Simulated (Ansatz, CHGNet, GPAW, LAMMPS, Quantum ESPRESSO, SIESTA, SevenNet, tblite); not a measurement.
# SIESTA runs on amorphous polyacrylonitrile (as short chains C14N4H18) at 540 K (108 atoms), part 2 of 2

How do the settings of SIESTA change the result for amorphous polyacrylonitrile (as short chains C14N4H18) at 540 K (108 atoms)? A plane-wave run serves as the yardstick.

Program: SIESTA 5.4.2; the method stands at each step. Banners, paths, timers and routine set-up lines are dropped from the logs unmarked, and long logs keep their key lines alone; longer cuts are marked. The potentials were converted by us to PSML.

So far. Step 2 (PBE, DZP, shift 0.01 Ry, mesh 500 Ry): Forces lie 62 % from the reference's, at 0.68 times its CPU time (on 2 against 4 cores). Step 3 (PBE, SZ, shift 0.01 Ry, mesh 500 Ry): Against the first run (62 %), the force difference from the reference is 298 %, at 0.33 times the CPU time (on 1 against 2 cores), with 270 basis functions against 972: the smaller basis costs accuracy.

### Step 4. PBE, SZP, shift 0.01 Ry, mesh 500 Ry

Method: Kohn-Sham DFT, PBE, PseudoDojo 0.4.1 norm-conserving pseudopotentials (converted to PSML), numerical atomic orbitals (SZP), diagonalisation.

File input.fdf:

```
SystemLabel cell
NumberOfAtoms 108
NumberOfSpecies 3
%block ChemicalSpeciesLabel
  1 6 C
  2 7 N
  3 1 H
%endblock ChemicalSpeciesLabel
LatticeConstant 1.0 Ang
%block LatticeVectors
  10.87734 0.00000 0.00000
  0.00000 10.87734 0.00000
  0.00000 0.00000 10.87734
%endblock LatticeVectors
PAO.BasisSize SZP
PAO.EnergyShift 0.01 Ry
XC.Functional GGA
XC.Authors PBE
MeshCutoff 500 Ry
%block kgrid_Monkhorst_Pack
  1 0 0 0.0
  0 1 0 0.0
  0 0 1 0.0
%endblock kgrid_Monkhorst_Pack
SolutionMethod diagon
OccupationFunction FD
ElectronicTemperature 580 K
SCF.Mixer.Method Pulay
SCF.Mixer.Weight 0.15
SCF.Mixer.History 8
SCF.Mix Hamiltonian
MaxSCFIterations 300
SCF.DM.Tolerance 1e-04
SCF.H.Tolerance 1.0e-3 eV
WriteForces T
Write.HirshfeldPop T
Write.VoronoiPop T
Write.DM F
Write.H F
XML.Write F
AtomicCoordinatesFormat Fractional
%block AtomicCoordinatesAndAtomicSpecies
[... 108 atom lines left out: the same atoms as in the first run ...]
%endblock AtomicCoordinatesAndAtomicSpecies
```

On the command line:

```sh
$ OMP_NUM_THREADS=1 mpirun -np 2 siesta < input.fdf > output.txt
```

The log of the run:

```text
Version         : 5.4.2
reinit: System Name:
reinit: System Label: cell
initatom: Reading input for the pseudopotentials and atomic orbitals ----------
Species number:   1 Atomic number:    6 Label: C
Species number:   2 Atomic number:    7 Label: N
Species number:   3 Atomic number:    1 Label: H
Ground state valence configuration (from tables):   2s02  2p02  3d00  4f00
Ground state valence configuration (from tables):   2s02  2p03  3d00  4f00
Ground state valence configuration (from tables):   1s01  2p00  3d00  4f00
---- Processing specs for species: C
GGA--PBE XC_GGA_X_PBE--XC_GGA_C_PBE pb
---- Processing specs for species: N
GGA--PBE XC_GGA_X_PBE--XC_GGA_C_PBE pb
---- Processing specs for species: H
GGA--PBE XC_GGA_X_PBE--XC_GGA_C_PBE pb
[... lines left out ...]
stepf: Fermi-Dirac step function
        iscf     Eharris(eV)        E_KS(eV)     FreeEng(eV)     dDmax    Ef(eV) dHmax(eV)
[... lines left out ...]
SCF Convergence by DM+H criterion
[... lines left out ...]
SCF cycle converged after 11 iterations
[... lines left out ...]
   Max    9.410696
[... lines left out ...]
   Max    9.410696    constrained
Stress tensor Voigt[x,y,z,yz,xz,xy] (kbar):     -123.34     -108.87      -82.79        2.38      -12.33       26.30
[... lines left out ...]
siesta: FreeEng =    -11028.444078
siesta: Final energy (eV):
siesta:  Band Struct. =   -3913.358131
siesta:       Kinetic =    7310.508297
siesta:       Hartree =    6934.418623
siesta:         Exch. =   -3531.624946
siesta:         Corr. =    -319.772479
siesta:   Exch.-corr. =   -3851.397425
siesta:  Ion-electron =  -20784.034215
siesta:       Ion-ion =    -637.939358
siesta:         Total =  -11028.444078
siesta:         Fermi =      -6.816477
siesta: Stress tensor (static) (eV/Ang**3):
siesta:    -0.076981    0.016415   -0.007696
siesta:     0.016415   -0.067954    0.001488
siesta:    -0.007696    0.001488   -0.051676
siesta: Cell volume =       1286.969075 Ang**3
siesta: Pressure (static):
siesta:                Solid            Molecule  Units
siesta:           0.00071379          0.00079104  Ry/Bohr**3
siesta:           0.06553701          0.07262986  eV/Ang**3
siesta:         105.00187220        116.36585692  kBar
    Orbital volume contribution        =          27.981253 eV
    (Free)E + p_basis*V_orbitals       =      -11000.462825 eV
    (Free)Eharris+ p_basis*V_orbitals  =      -11000.462827 eV
Hirshfeld Atomic Populations:
Atom #   charge [q] valence [e]  Species
     1    -0.104934    4.104934  C
     2    -0.051284    4.051284  C
     3     0.022767    3.977233  C
[...]
5    -0.144586    5.144586  N
[...]
9    -0.157624    5.157624  N
[...]
13    -0.145056    5.145056  N
[...]
19     0.018413    0.981587  H
    20     0.026161    0.973839  H
    21     0.027033    0.972967  H
[...]
--------------------
 Total    -0.000005
Voronoi Atomic Populations:
Atom #   charge [q] valence [e]  Species
[...]
85    -0.161194    5.161194  N
[...]
88     0.034897    3.965103  C
    89    -0.191335    5.191335  N
    90     0.019796    3.980204  C
[...]
107    -0.006739    1.006739  H
   108     0.006391    0.993609  H
--------------------
 Total    -0.000005
```

Run time: 97 s. Hardware: 2 MPI ranks of Arm Neoverse V1, shared host; peak memory 1.7 GiB; 3.2 min of CPU time.

Compared with the plane-wave run:

```yaml
r_m_s_force_component: 2.151 eV/Å
r_m_s_difference_of_force_components: 1852 meV/Å
longest_difference_of_force_vectors: 7432 meV/Å
force_difference_over_r_m_s_force: 170 %
slope_of_forces_against_the_reference_s: 1.005
correlation_of_force_components: 0.5088
spacing_of_highest_filled_and_lowest_empty_level: 5.79 eV
gap_difference: 0.3385 eV
pressure: 10.5 GPa
pressure_difference: 8.961 GPa
```

This is a coarse setting, run to see what it loses.

Against the first run (62 %), the force difference from the reference is 170 %, at 0.80 times the CPU time, with 702 basis functions against 972: the smaller basis costs accuracy.

The difference per atom is largest on N (6.7 eV/Å on average, against 2.5 on C).

### Step 5. PBE, SZ, shift 0.02 Ry, mesh 500 Ry

Method: Kohn-Sham DFT, PBE, PseudoDojo 0.4.1 norm-conserving pseudopotentials (converted to PSML), numerical atomic orbitals (SZ), diagonalisation.

Changes to input.fdf since step 4:

```diff
@@ -14,4 +14,4 @@
 %endblock LatticeVectors
-PAO.BasisSize SZP
-PAO.EnergyShift 0.01 Ry
+PAO.BasisSize SZ
+PAO.EnergyShift 0.02 Ry
 XC.Functional GGA
```

On the command line:

```sh
$ OMP_NUM_THREADS=1 siesta < input.fdf > output.txt
```

The log of the run:

```text
Version         : 5.4.2
reinit: System Name:
reinit: System Label: cell
initatom: Reading input for the pseudopotentials and atomic orbitals ----------
Species number:   1 Atomic number:    6 Label: C
Species number:   2 Atomic number:    7 Label: N
Species number:   3 Atomic number:    1 Label: H
Ground state valence configuration (from tables):   2s02  2p02  3d00  4f00
[... lines left out ...]
SCF Convergence by DM+H criterion
[... lines left out ...]
SCF cycle converged after 11 iterations
[... lines left out ...]
   Max   12.793741
[... lines left out ...]
   Max   12.793741    constrained
Stress tensor Voigt[x,y,z,yz,xz,xy] (kbar):     -216.33     -191.86     -153.96        1.99      -18.53       39.47
[... lines left out ...]
siesta: FreeEng =    -10982.538769
[... lines left out ...]
siesta:         Fermi =      -3.556638
[... lines left out ...]
siesta:         187.38227049        214.88843319  kBar
[... lines left out ...]
    (Free)Eharris+ p_basis*V_orbitals  =      -10971.041971 eV
Hirshfeld Atomic Populations:
Atom #   charge [q] valence [e]  Species
     1    -0.059522    4.059522  C
     2    -0.012039    4.012039  C
     3     0.052012    3.947988  C
[...]
5    -0.133178    5.133178  N
[...]
9    -0.140306    5.140306  N
[...]
13    -0.135937    5.135937  N
[...]
19     0.006634    0.993366  H
    20     0.013645    0.986355  H
    21     0.015749    0.984251  H
[...]
--------------------
 Total     0.000002
Voronoi Atomic Populations:
Atom #   charge [q] valence [e]  Species
[...]
85    -0.138774    5.138774  N
[...]
88     0.009636    3.990364  C
    89    -0.165630    5.165630  N
    90     0.051273    3.948727  C
[...]
107    -0.019261    1.019261  H
   108    -0.005477    1.005477  H
--------------------
 Total     0.000002
```

Wall time 68 s (1 thread); peak memory 0.71 GiB.

Numbers from this run, and their distance from the reference:

```
r.m.s. force component                           : 3.118 eV/Å
r.m.s. difference of force components            : 2900 meV/Å
longest difference of force vectors              : 11470 meV/Å
force difference over r.m.s. force               : 266.2 %
slope of forces against the reference's          : 1.052
correlation of force components                  : 0.3676
gap (highest filled to lowest empty level) : 5.942 eV
gap difference                                   : 0.4903 eV
pressure                                         : 18.74 GPa
pressure difference                              : 17.2 GPa
```

This is a coarse setting, run to see what it loses.

Against the first run (62 %), the force difference from the reference is 266 %, at 0.28 times the CPU time (on 1 against 2 cores).

The difference per atom is largest on N (11 eV/Å on average, against 3.6 on C).

### Step 6. Side by side

Differences are against the plane-wave reference, forces as r.m.s. over components; share is that over the reference's r.m.s. force, slope the least-squares factor from reference forces to these. Total energies of different programs have different zeros and aren't compared.

```csv
run,"Δ force, r.m.s. (meV/Å)",share (%),slope,Δ pressure (GPa),Δ gap (eV),cores,CPU time,memory (GiB)
reference,-,-,-,-,-,4,5.9 min,2.8
"SIESTA PBE, DZP, shift 0.01 Ry, mesh 500 Ry",679,62.4,1.037,3.27,0.192,2,4 min,1.8
"SIESTA PBE, SZ, shift 0.01 Ry, mesh 500 Ry (coarse)",3243,298,1.019,18.7,0.455,1,79 s,0.79
"SIESTA PBE, SZP, shift 0.01 Ry, mesh 500 Ry (coarse)",1852,170,1.005,8.96,0.339,2,3.2 min,1.7
"SIESTA PBE, SZ, shift 0.02 Ry, mesh 500 Ry (coarse)",2900,266,1.052,17.2,0.490,1,68 s,0.71
```

Rows marked coarse were listed beforehand as settings not expected to be converged; some can still land near the reference.

CPU time is summed over cores on a shared host, where runs went side by side, so it is rough. Symmetry, cutoffs, thresholds, outputs and thread counts weren't matched or tuned between programs; memory under MPI is the largest rank's times the ranks.

### Step 7. Outcome

| Property | Result |
| --- | --- |
| nearest in forces | SIESTA PBE, DZP, shift 0.01 Ry, mesh 500 Ry, 62 % |
| its CPU time | 4 min |

What this shows: The PBE run in local orbitals, coarse settings apart, differs by 62 % (SIESTA PBE, DZP, shift 0.01 Ry, mesh 500 Ry); basis, grid and potentials can all enter, and differences of this size make the forces unusable. Runs with settings chosen to be coarse differ by 170 % (SIESTA PBE, SZP, shift 0.01 Ry, mesh 500 Ry) to 298 % (SIESTA PBE, SZ, shift 0.01 Ry, mesh 500 Ry), their programs' other errors included. Of the electronic-structure runs that take under half the reference's CPU time, SIESTA PBE, SZ, shift 0.02 Ry, mesh 500 Ry comes nearest, at 266 % in 68 s against 5.9 min, too far off to be of use; its pressure misses by +17.2 GPa. At the same functional, gaps differ from the reference's 5.45 eV by between +0.19 and +0.49 eV. In pressure, SIESTA PBE, SZ, shift 0.01 Ry, mesh 500 Ry misses by +18.7 GPa, at the same functional. The reference's pressure holds the uncorrected Pulay stress of its 60 Ry basis, so small pressure differences, and their order, may be the reference's own error. The network of contacts between molecules at the start is that of the classical potential that made the cell, and needn't be the one that DFT or experiment would give. The reference's PBE has no dispersion term, which matters for the binding between molecules or layers. The density was typed from a rule of thumb and may lie off the real one at this temperature. The electronic-structure runs sample only Γ, in a cell whose shortest periodic width is 11 Å.

[Also dropped from logs without a mark: logging warnings of Python, and SIESTA's first energy breakdown and zero terms.]

[Logs are printed without paths, hosts, clocks, repeated set-up lines and the standing remarks that a program may print on its own settings, such as how far it seeks lower states.]

[Hosts, paths, dates, database ids (printed as entryN), source tags and the programs' standing remarks are cut or masked in the printed files.]
